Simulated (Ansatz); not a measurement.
# (CdS)3(MgS)1 [001] superlattice, started as zinc blende: phonons and vibrational spectra

Wanted: phonon frequencies of (CdS)3(MgS)1 [001] superlattice, started as zinc blende and what follows from them.

Program: Ansatz 0.2.0. Level of theory: DFT PBEsol, scalar-relativistic, plane waves, PAW. Results are calculated unless marked as measured.

Most raw output is cut from this account.

The structure was built from a prototype and need not be the compound's stable phase.

## Step 1: The starting structure

Symmetry: P-4m2, No. 115, tetragonal system. Conventional cell: a = 4.080 Å, b = 4.080 Å, c = 11.540 Å, α = 90.00°, β = 90.00°, γ = 90.00°. Cd has 4 S at 2.50 Å nearest. Nearest to Cd lie 4 S at 2.50 Å. Nearest to Mg lie 4 S at 2.50 Å. Nearest to S lie 4 Cd at 2.50 Å. S has 2 Mg at 2.50 Å and 2 Cd at 2.50 Å nearest. Farther neighbours and most contacts between anions are not listed.

## Step 2: Bringing the structure to rest

Harmonic phonons are second derivatives at a point where the forces vanish, and they are wanted at zero stress, so atoms and cell are relaxed first.

input.yaml reads:

```yaml
crystal:
  lattice:
    - [2.885, 2.885, 0.0]
    - [-2.885, 2.885, 0.0]
    - [0.0, 0.0, 11.54]
  atoms:
    - { symbol: Cd, position: [0.0, 0.0, 0.0] }
    - { symbol: Cd, position: [0.5, 0.5, 0.25] }
    - { symbol: Cd, position: [0.0, 0.0, 0.5] }
    - { symbol: Mg, position: [0.5, 0.5, 0.75] }
    - { symbol: S, position: [0.5, 1.0, 0.125] }
    - { symbol: S, position: [0.0, 0.5, 0.375] }
    - { symbol: S, position: [0.5, 1.0, 0.625] }
    - { symbol: S, position: [0.0, 0.5, 0.875] }
kpoints:
  mp_grid: { grid: [6, 6, 2] }
hamiltonian:
  xc: pbesol
scf:
  occupations: { method: gaussian, width: 0.02 }
output:
  forces: true
  stress: true
  eigenvalues: true
relax:
  adjacent_minimum: "off"
  f_tol: 0.005
  max_steps: 80
  cell: { stress_tol: 0.05 }
```

Run with:

```
$ ansatz run input.yaml --threads 8 --pin off --max-ram 14336MiB --backend cpu --events-out ev --progress --plain --runs-dir out
```

Wall time 6.3 s (8 threads of Intel Xeon 6975P-C (Granite Rapids), shared host); peak memory 0.89 GiB.

Step by step:

| step | energy less that of the first step (eV) | largest force component (eV/Å) | pressure (GPa) | volume (Å³) |
| --- | --- | --- | --- | --- |
| 1 | 0.0000 | 0.5450 | 0.57 | 192.10 |
| 2 | -0.0510 | 0.0412 | -0.21 | 193.80 |
| 3 | -0.0518 | 0.0016 | -0.01 | 193.15 |
| 4 | -0.0519 | 0.0029 | 0.02 | 193.03 |
| 5* | -0.0520 | 0.0029 | 0.02 | 193.03 |

Relaxation steps marked * repeat the geometry before them on a plane-wave basis chosen anew for their cell, so energy and pressure can jump there.

The run keeps the 8 symmetry operations that it works with, so distortions that break them were not tested.

| conventional cell, symmetrised | before | after | change |
| --- | --- | --- | --- |
| a (Å) | 4.080 | 4.094 | +0.3 % |
| b (Å) | 4.080 | 4.094 | +0.3 % |
| c (Å) | 11.540 | 11.517 | -0.2 % |
| volume (Å³/atom) | 24.01 | 24.13 | +0.5 % |

The atoms that moved most (Å, as changes of fractional coordinates times the final cell):

| atom | dx | dy | dz | length |
| --- | --- | --- | --- | --- |
| S7 | 0.000 | 0.000 | 0.091 | 0.091 |
| S8 | 0.000 | 0.000 | -0.091 | 0.091 |
| Cd1 | 0.000 | 0.000 | -0.059 | 0.059 |
| Cd3 | 0.000 | 0.000 | 0.059 | 0.059 |
| S6 | 0.000 | 0.000 | 0.029 | 0.029 |
| S5 | 0.000 | 0.000 | -0.029 | 0.029 |

Final coordinates:

```cif
data_structure
_symmetry_space_group_name_H-M 'P 1'
_symmetry_Int_Tables_number 1
_cell_length_a 4.0939
_cell_length_b 4.0939
_cell_length_c 11.5175
_cell_angle_alpha 90.000
_cell_angle_beta 90.000
_cell_angle_gamma 90.000
_cell_volume 193.03
loop_
_atom_site_label
_atom_site_type_symbol
_atom_site_fract_x
_atom_site_fract_y
_atom_site_fract_z
_atom_site_occupancy
Cd1 Cd 0.00000 0.00000 0.99491 1
Cd2 Cd 0.50000 0.50000 0.25000 1
Cd3 Cd 0.00000 0.00000 0.50509 1
Mg4 Mg 0.50000 0.50000 0.75000 1
S5 S 0.50000 0.00000 0.12251 1
S6 S 0.00000 0.50000 0.37749 1
S7 S 0.50000 0.00000 0.63292 1
S8 S 0.00000 0.50000 0.86708 1
```

Numbers from this step:

```yaml
pressure: 0.02067 GPa
gap_on_the_k_mesh: 1.455 eV
volume_per_atom: 24.13 Å³
direct_gap_on_mesh: 1.455 eV
```

In this step the volume went from 24.01 to 24.13 Å³/atom.

## Step 3: Tight relaxation

Phonons need a cell at rest on their own settings, so the relaxation is repeated with tight tolerances on forces and stress on the k mesh and occupations of the first response run.

input.yaml reads:

```yaml
crystal:
  lattice:
    - [2.8948063492, 2.8948063492, 0.0]
    - [-2.8948063492, 2.8948063492, 0.0]
    - [0.0, 0.0, 11.5174942461]
  atoms:
    - { symbol: Cd, position: [0.0, 0.0, -0.0050938032] }
    - { symbol: Cd, position: [0.5, 0.5, 0.25] }
    - { symbol: Cd, position: [0.0, 0.0, 0.5050938032] }
    - { symbol: Mg, position: [0.5, 0.5, 0.75] }
    - { symbol: S, position: [0.5, 1.0, 0.122512023] }
    - { symbol: S, position: [0.0, 0.5, 0.377487977] }
    - { symbol: S, position: [0.5, 1.0, 0.6329222379] }
    - { symbol: S, position: [0.0, 0.5, 0.8670777621] }
kpoints:
  mp_grid: { grid: [8, 8, 2] }
hamiltonian:
  xc: pbesol
scf:
  occupations: { method: fixed }
output:
  forces: true
  stress: true
  eigenvalues: true
relax:
  adjacent_minimum: "off"
  f_tol: 0.001
  max_steps: 60
  cell: { stress_tol: 0.01 }
```

Run time: 5.7 s. Hardware: 8 threads; peak memory 0.96 GiB.

Little changed from the start: no atom moved by 0.005 Å and no cell edge by 0.1 %.

This step gave:

```
pressure        : -1.05e-4 GPa
volume per atom : 24.14 Å³
```

The largest force component left is 0.25 meV/Å and the pressure is 0.000 GPa, within the tolerances set. The cell now holds 24.14 Å³/atom.

## Step 4: Linear response at the zone centre

The zone centre is the only wavevector solved here; it holds the modes that light can see, as far as symmetry allows. The response to a homogeneous field gives the Born charges and the dielectric tensor, and its change with displacement the Raman tensors.

input.yaml reads:

```yaml
crystal:
  lattice:
    - [2.8955206888, 2.8955206888, 0.0]
    - [-2.8955206888, 2.8955206888, 0.0]
    - [0.0, 0.0, 11.5151723785]
  atoms:
    - { symbol: Cd, position: [0.0, 0.0, -0.0050894246] }
    - { symbol: Cd, position: [0.5, 0.5, 0.25] }
    - { symbol: Cd, position: [0.0, 0.0, 0.5050894246] }
    - { symbol: Mg, position: [0.5, 0.5, 0.75] }
    - { symbol: S, position: [0.5, 1.0, 0.1225237055] }
    - { symbol: S, position: [0.0, 0.5, 0.3774762945] }
    - { symbol: S, position: [0.5, 1.0, 0.6329451458] }
    - { symbol: S, position: [0.0, 0.5, 0.8670548542] }
kpoints:
  mp_grid: { grid: [8, 8, 2] }
hamiltonian:
  xc: pbesol
scf:
  occupations: { method: fixed }
output:
  eigenvalues: true
phonons:
  method: dfpt
  dielectric: true
  rigid_motions: translations
  raman: true
```

It took 3.9 min on 8 threads; peak memory 3.2 GiB; 26 min of CPU time.

This step gave:

```yaml
sum_rule_residual_before_enforcement: 8.72e-5 eV/Å²
miss_of_the_charge_sum_rule: 0.03006 e
estimated_error_of_the_dielectric_tensor: 0.03056
estimated_error_of_the_born_charges: 0.02944 e
point_group: -42m
highest_optical_mode_at_the_zone_centre_no_lo_to_term: 353.3 cm⁻¹
lowest_optical_zone_centre_mode: 47.42 cm⁻¹
mean_high_frequency_dielectric_constant: 5.670
largest_born_charge_third_of_the_trace: 2.105 e
mean_static_dielectric_constant: 8.827
top_of_the_zone_centre_spectrum_with_the_field: 375.5 cm⁻¹
```

Without the LO-TO term. Patterns of degenerate modes are one choice out of their space. The modes at Γ (shares of kinetic energy by element, %):

| mode | frequency (cm⁻¹) | symmetry | Cd % | Mg % | S % |
| --- | --- | --- | --- | --- | --- |
| 1 | 0.0 | acoustic | 69 | 5 | 26 |
| 2 | 0.0 | acoustic | 69 | 5 | 26 |
| 3 | 0.0 | acoustic | 69 | 5 | 26 |
| 4 | 47.4 | E | 85 | 0 | 15 |
| 5 | 47.4 | E | 85 | 0 | 15 |
| 6 | 50.2 | E | 85 | 1 | 14 |
| 7 | 50.2 | E | 85 | 1 | 14 |
| 8 | 84.0 | E | 15 | 39 | 46 |
| 9 | 84.0 | E | 15 | 39 | 46 |
| 10 | 99.3 | A1 | 85 | 0 | 15 |
| 11 | 121.0 | B2 | 78 | 6 | 17 |
| 12 | 191.3 | B2 | 38 | 22 | 40 |
| 13 | 239.9 | E | 19 | 1 | 80 |
| 14 | 239.9 | E | 19 | 1 | 80 |
| 15 | 254.1 | E | 15 | 0 | 85 |
| 16 | 254.1 | E | 15 | 0 | 85 |
| 17 | 256.5 | B2 | 14 | 11 | 75 |
| 18 | 268.4 | E | 13 | 0 | 87 |
| 19 | 268.4 | E | 13 | 0 | 87 |
| 20 | 281.1 | A1 | 4 | 0 | 96 |
| 21 | 291.2 | A1 | 11 | 0 | 89 |
| 22 | 337.2 | E | 0 | 53 | 47 |
| 23 | 337.2 | E | 0 | 53 | 47 |
| 24 | 353.3 | B2 | 1 | 57 | 42 |

Displacements in mode 5 (47.4 cm⁻¹), the largest set to 1:
```
Cd1 -0.99 -0.01  0.00
Cd2 -0.01  0.15  0.00
Cd3  1.00 -0.16  0.00
Mg4 -0.01  0.08  0.00
S5  -0.46 -0.32  0.00
S6   0.52 -0.39  0.00
S7   0.33  0.34  0.00
S8  -0.38  0.39  0.00
```

Displacements in mode 21 (291.2 cm⁻¹), the largest set to 1:
```
Cd1  0.00  0.00 -0.19
Cd2  0.00  0.00  0.00
Cd3  0.00  0.00  0.19
Mg4  0.00  0.00  0.00
S5   0.00  0.00  1.00
S6   0.00  0.00 -1.00
S7   0.00  0.00 -0.26
S8   0.00  0.00  0.26
```

Optical modes at the zone centre, without and with the macroscopic field of the longitudinal modes; each column is sorted by frequency, so a row need not hold one and the same mode. Modes with and without the field, by row:

| rank among optical modes | no field (cm⁻¹) | q along (1, 0, 0) (cm⁻¹) | q along (0, 0, 1) (cm⁻¹) |
| --- | --- | --- | --- |
| 1 | 47.4 | 47.4 | 47.4 |
| 2 | 47.4 | 47.4 | 47.4 |
| 3 | 50.2 | 50.2 | 50.2 |
| 4 | 50.2 | 50.2 | 50.2 |
| 5 | 84 | 84 | 84 |
| 6 | 84 | 84.7 | 84 |
| 7 | 99.3 | 99.3 | 99.3 |
| 8 | 121 | 121 | 121.1 |
| 9 | 191.3 | 191.3 | 196.4 |
| 10 | 239.9 | 239.9 | 239.9 |
| 11 | 239.9 | 254 | 239.9 |
| 12 | 254.1 | 254.1 | 254.1 |
| 13 | 254.1 | 256.5 | 254.1 |
| 14 | 256.5 | 266.3 | 268.4 |
| 15 | 268.4 | 268.4 | 268.4 |
| 16 | 268.4 | 280 | 281.1 |
| 17 | 281.1 | 281.1 | 291.2 |
| 18 | 291.2 | 291.2 | 293.1 |
| 19 | 337.2 | 337.2 | 337.2 |
| 20 | 337.2 | 353.3 | 337.2 |
| 21 | 353.3 | 360.3 | 375.5 |

Born charge (rows field, columns displacement) (e), principal values of the symmetric part by kind of site:

| atom | atoms with these values | low | middle | high | mean |
| --- | --- | --- | --- | --- | --- |
| Cd1 | 2 | 2.04 | 2.12 | 2.16 | 2.11 |
| Cd2 | 1 | 1.95 | 2.14 | 2.14 | 2.08 |
| Mg4 | 1 | 1.87 | 1.87 | 2.22 | 1.98 |
| S5 | 2 | -2.11 | -2.09 | -1.96 | -2.05 |
| S7 | 2 | -2.17 | -2.17 | -1.91 | -2.08 |

In full for Cd2:

```
2.14 0.00 0.00
0.00 2.14 0.00
0.00 0.00 1.95
```

High-frequency dielectric tensor:

```
5.70 0.00 0.00
0.00 5.70 0.00
0.00 0.00 5.60
```

Static dielectric tensor (ions relaxed, fixed cell):

```
8.88 0.00 0.00
0.00 8.88 0.00
0.00 0.00 8.72
```

Transverse modes. Infrared lines, with heights relative to the strongest:

| position (cm⁻¹) | label | relative intensity |
| --- | --- | --- |
| 47 | E | 0.0 |
| 50 | E | 0.0 |
| 84 | E | 0.8 |
| 99 | A1 | 0.0 |
| 121 | B2 | 0.1 |
| 191 | B2 | 8.0 |
| 240 | E | 100 |
| 254 | E | 0.3 |
| 256 | B2 | 48 |
| 268 | E | 2.9 |
| 281 | A1 | 0.0 |
| 291 | A1 | 0.0 |
| 337 | E | 43 |
| 353 | B2 | 21 |

Activity x (w_L - w)^4 (n + 1)/w, 532 nm, 300 K; the tensors are static ones, while 532 nm light lies above the computed direct gap, where resonance would change the heights; modes without the macroscopic field alone. Lines of the Raman spectrum (strongest = 100):

| position (cm⁻¹) | label | relative intensity |
| --- | --- | --- |
| 47 | E | 41 |
| 50 | E | 1.5 |
| 84 | E | 100 |
| 99 | A1 | 14 |
| 121 | B2 | 0.6 |
| 191 | B2 | 5.9 |
| 240 | E | 5.0 |
| 254 | E | 16 |
| 256 | B2 | 3.7 |
| 268 | E | 7.0 |
| 281 | A1 | 7.6 |
| 291 | A1 | 0.6 |
| 337 | E | 1.0 |
| 353 | B2 | 0.9 |

Static second-order susceptibility (pm/V), twice the coefficient d of second-harmonic generation. Second order susceptibility, by row:

| field along | xx | yy | zz | yz | xz | xy |
| --- | --- | --- | --- | --- | --- | --- |
| x | 0 | 0 | 0 | 24.54 | 0 | 0 |
| y | 0 | 0 | 0 | 0 | 24.54 | 0 |
| z | 0 | 0 | 0 | 0 | 0 | 24.54 |

Before it was imposed, the acoustic sum rule was missed by 8.7e-5 eV/Å² and the charge sum rule by 0.030 e. The charge miss is large and points to the mesh or the basis. The lowest optical mode is real, 47.4 cm⁻¹.

The log warns of the k mesh: “the force constants stand on the 8×8×2 k-mesh, whose period is 9.63 times the interband length at k = (0.0000, 0.0000, 0.0000), direct gap 1.455 eV, under 14: take them and everything formed from them as unconverged”.

## Step 5: Another isotope, element Cd, natural mass 112.414 amu

An isotope changes the mass and not the force constants, so no new electronic calculation is needed; the shifts show which modes move this element.

The same force constants with the mass of Cd changed from 112.414 to 115.905 u (phonopy, no LO-TO term). Both lists are sorted by frequency; levels can cross, so a row need not hold one and the same mode. Modes under 3 cm⁻¹ are left out. Isotope shifts, by row:

| q | rank | natural mass (cm⁻¹) | changed mass (cm⁻¹) |
| --- | --- | --- | --- |
| 0 0 0 | 4 | 47.42 | 46.81 |
| 0 0 0 | 5 | 47.42 | 46.81 |
| 0 0 0 | 6 | 50.21 | 49.56 |
| 0 0 0 | 7 | 50.21 | 49.56 |
| 0 0 0 | 8 | 83.97 | 83.78 |
| 0 0 0 | 9 | 83.97 | 83.78 |
| 0 0 0 | 10 | 99.29 | 98 |
| 0 0 0 | 11 | 121 | 119.6 |
| 0 0 0 | 12 | 191.3 | 190.2 |
| 0 0 0 | 13 | 239.9 | 239.2 |
| 0 0 0 | 14 | 239.9 | 239.2 |
| 0 0 0 | 15 | 254.1 | 253.5 |
| 0 0 0 | 16 | 254.1 | 253.5 |
| 0 0 0 | 17 | 256.5 | 255.9 |
| 0 0 0 | 18 | 268.4 | 267.9 |
| 0 0 0 | 19 | 268.4 | 267.9 |
| 0 0 0 | 20 | 281.1 | 280.9 |
| 0 0 0 | 21 | 291.2 | 290.8 |
| 0 0 0 | 22 | 337.2 | 337.2 |
| 0 0 0 | 23 | 337.2 | 337.2 |
| 0 0 0 | 24 | 353.3 | 353.2 |

A mode of this element alone would shift by -1.52 %. The highest zone-centre frequency without the field goes from 353.3 to 353.2 cm⁻¹ (-0.0 %). The product of the frequency ratios over all optical modes at Γ is 0.899; the product rule, (m/m′)^(3k/2) (M′/M)^(3/2) with k = 3 such atoms and M the mass of the cell, gives 0.900.

## Step 6: Isotope substitution, element Mg, natural mass 24.305 amu

The same for Mg, from 24.30 to 25.98 u.

The same force constants with the mass of Mg changed from 24.305 to 25.983 u (phonopy, no LO-TO term). Both lists are sorted by frequency; levels can cross, so a row need not hold one and the same mode. Modes under 3 cm⁻¹ are left out. Isotope shifts, by row:

| q | rank | natural mass (cm⁻¹) | changed mass (cm⁻¹) |
| --- | --- | --- | --- |
| 0 0 0 | 4 | 47.42 | 47.42 |
| 0 0 0 | 5 | 47.42 | 47.42 |
| 0 0 0 | 6 | 50.21 | 50.19 |
| 0 0 0 | 7 | 50.21 | 50.19 |
| 0 0 0 | 8 | 83.97 | 82.85 |
| 0 0 0 | 9 | 83.97 | 82.85 |
| 0 0 0 | 10 | 99.29 | 99.29 |
| 0 0 0 | 11 | 121 | 120.8 |
| 0 0 0 | 12 | 191.3 | 189.8 |
| 0 0 0 | 13 | 239.9 | 239.9 |
| 0 0 0 | 14 | 239.9 | 239.9 |
| 0 0 0 | 15 | 254.1 | 254.1 |
| 0 0 0 | 16 | 254.1 | 254.1 |
| 0 0 0 | 17 | 256.5 | 255.6 |
| 0 0 0 | 18 | 268.4 | 268.4 |
| 0 0 0 | 19 | 268.4 | 268.4 |
| 0 0 0 | 20 | 281.1 | 281.1 |
| 0 0 0 | 21 | 291.2 | 291.2 |
| 0 0 0 | 22 | 337.2 | 331.4 |
| 0 0 0 | 23 | 337.2 | 331.4 |
| 0 0 0 | 24 | 353.3 | 346.9 |

A mode of this element alone would shift by -3.28 %. The highest zone-centre frequency without the field goes from 353.3 to 346.9 cm⁻¹ (-1.8 %). The product of the frequency ratios over all optical modes at Γ is 0.909; the product rule, (m/m′)^(3k/2) (M′/M)^(3/2) with k = 1 such atoms and M the mass of the cell, gives 0.909.

## Step 7: Isotope substitution, element S, natural mass 32.06 amu

The same for S, from 32.06 to 33.97 u.

The same force constants with the mass of S changed from 32.060 to 33.968 u (phonopy, no LO-TO term). Both lists are sorted by frequency; levels can cross, so a row need not hold one and the same mode. Modes under 3 cm⁻¹ are left out. Isotope shifts, by row:

| q | rank | natural mass (cm⁻¹) | changed mass (cm⁻¹) |
| --- | --- | --- | --- |
| 0 0 0 | 4 | 47.42 | 47.21 |
| 0 0 0 | 5 | 47.42 | 47.21 |
| 0 0 0 | 6 | 50.21 | 50 |
| 0 0 0 | 7 | 50.21 | 50 |
| 0 0 0 | 8 | 83.97 | 82.85 |
| 0 0 0 | 9 | 83.97 | 82.85 |
| 0 0 0 | 10 | 99.29 | 98.86 |
| 0 0 0 | 11 | 121 | 120.4 |
| 0 0 0 | 12 | 191.3 | 189 |
| 0 0 0 | 13 | 239.9 | 234.5 |
| 0 0 0 | 14 | 239.9 | 234.5 |
| 0 0 0 | 15 | 254.1 | 248 |
| 0 0 0 | 16 | 254.1 | 248 |
| 0 0 0 | 17 | 256.5 | 251 |
| 0 0 0 | 18 | 268.4 | 261.8 |
| 0 0 0 | 19 | 268.4 | 261.8 |
| 0 0 0 | 20 | 281.1 | 273.4 |
| 0 0 0 | 21 | 291.2 | 283.8 |
| 0 0 0 | 22 | 337.2 | 332.8 |
| 0 0 0 | 23 | 337.2 | 332.8 |
| 0 0 0 | 24 | 353.3 | 349.2 |

A mode of this element alone would shift by -2.85 %. The highest zone-centre frequency without the field goes from 353.3 to 349.2 cm⁻¹ (-1.2 %). The product of the frequency ratios over all optical modes at Γ is 0.724; the product rule, (m/m′)^(3k/2) (M′/M)^(3/2) with k = 4 such atoms and M the mass of the cell, gives 0.724.

## Step 8: Summary of results

* space group after relaxation (within 0.01 Å): P-4m2
* volume per atom: 24.1 Å³
* gap on the k-mesh: 1.46 eV
* highest optical mode at the zone centre (no LO-TO term): 353 cm⁻¹
* top of the zone-centre spectrum with the field: 375 cm⁻¹
* lowest optical zone-centre mode: 47.4 cm⁻¹
* mean high-frequency dielectric constant: 5.67
* mean static dielectric constant: 8.83
* largest Born charge (third of the trace): 2.11 e
* imaginary modes at Γ (the only wavevector solved): none

The structure is stable against zone-centre distortions, since no mode there is imaginary; runs at other wavevectors are not part of this account. Without the field, the optical modes at Γ span 47 to 353 cm⁻¹. The dispersion is not part of this account. With the macroscopic field of the longitudinal modes the top of the zone-centre spectrum lies at 375 cm⁻¹, against 353 cm⁻¹ without it. Lattice motion raises the mean dielectric constant from 5.670 to 8.827. The strongest infrared line is at 240 cm⁻¹. Averaged over orientations, the strongest Raman line at 532 nm and 300 K is at 84 cm⁻¹, among the modes without the field; their longitudinal partners can be Raman active too. The tensors are the static, non-resonant ones, while 532 nm light (2.33 eV) lies above the computed gap. With the field response the log warns that the k mesh is coarse for the force constants too, so the frequencies may not be converged. The starting cell was built on a prototype and not taken from a measurement, so the phase need not exist. These are harmonic frequencies at zero temperature: anharmonic shifts, linewidths and thermal expansion are left out.

[Logs are printed without paths, hosts, clocks, repeated set-up lines and the standing remarks that a program may print on its own settings, such as how far it seeks lower states.]

[Hosts, paths, dates, database ids (printed as entryN), source tags and the programs' standing remarks are cut or masked in the printed files.]
